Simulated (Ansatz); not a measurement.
## OH on W(100): change of the work function: cost of one run

Ansatz 0.2.0; plane-wave DFT, PBE, Ansatz PAW. The cell holds 47 atoms.

Contents of input.yaml:

```yaml
crystal:
  lattice:
    - [9.48, 0.0, 0.0]
    - [0.0, 9.48, 0.0]
    - [0.0, 0.0, 25.7058886847]
  atoms:
    - { symbol: W, position: [0.0, 0.0, 0.3501143302] }
    - { symbol: W, position: [0.1666666667, 0.1666666667, 0.4115788459] }
    - { symbol: W, position: [0.0, 0.0, 0.4729243011] }
[... 38 atom lines left out ...]
    - { symbol: W, position: [0.8333333333, 0.8333333333, 0.4115788459] }
    - { symbol: W, position: [0.6666666667, 0.6666666667, 0.4729243011] }
    - { symbol: W, position: [0.8333333333, 0.8333333333, 0.5368501235] }
    - { symbol: W, position: [0.6666666667, 0.6666666667, 0.5923113132] }
    - { symbol: O, position: [0.1666666667, 0.1666666667, 0.6117621094] }
    - { symbol: H, position: [0.1666666667, 0.1666666667, 0.6498856698] }
kpoints:
  mp_grid: { grid: [4, 4, 1] }
hamiltonian:
  xc: pbe
scf:
  occupations: { method: fermi_dirac, width: 0.1 }
  convergence: { dr2_threshold: 1.0e-08 }
efield:
  axis: 3
  dipole_correction: true
  ramp_position: 0.97
  ramp_width: 0.06
relax:
  f_tol: 0.02
  max_steps: 60
  constraints:
    - { sites: [0, 1, 5, 6, 10, 11, 15, 16, 20, 21, 25, 26, 30, 31, 35, 36, 40, 41] }
output:
  bader: true
  write_potential: true
  write_density: true
  volumetric_format: npy
```

The run is started by

```bash
$ ansatz run input.yaml --threads 4 --pin off --max-ram 12288MiB --backend cpu --events-out ev --progress --plain --runs-dir out
```

The cutoff in use is 420 eV. For reference, a run of the same kind (22 atoms, 6 k-points, 173 bands and 20,041 plane waves; 121 SCF cycles) took 11 min and 3.8 GiB on the same hardware.

What time and memory should one allow on 4 threads of Arm Neoverse V1, shared host?

A cutoff of 420 eV is a sphere of radius 10.5 Å⁻¹, so a cell of 2310 Å³ holds about V·G³/6π² = 45,149 plane waves. At two electrons a band, the 637 electrons need 319 bands, and 64 more are carried. Symmetry cuts the 4×4×1 mesh from 16 to 6 points. The run has 6 k-points, 383 bands and 45,101 plane waves. Taking the work of a cycle as k-points × spins × bands × plane waves, that is 5 times the reference, or 53 min at the reference's 121 cycles. The run needed 87 SCF cycles over 9 ionic steps, which makes it about 38 min. One copy of the wavefunctions takes 1.5 GiB at 16 bytes a coefficient, against 0.31 GiB in the reference; grids, projectors and work arrays come on top. Measured: about 45 min, with a peak of 8.9 GiB. The estimate holds within 25 %.

[Logs are printed without paths, hosts, clocks, repeated set-up lines and the standing remarks that a program may print on its own settings, such as how far it seeks lower states.]

[Hosts, paths, dates, database ids (printed as entryN), source tags and the programs' standing remarks are cut or masked in the printed files.]

[Maps of the electrostatic potential energy from Ansatz leave out the sawtooth potential of an applied field or a dipole correction, so their vacuum need not be flat; planar profiles and work functions include it.]
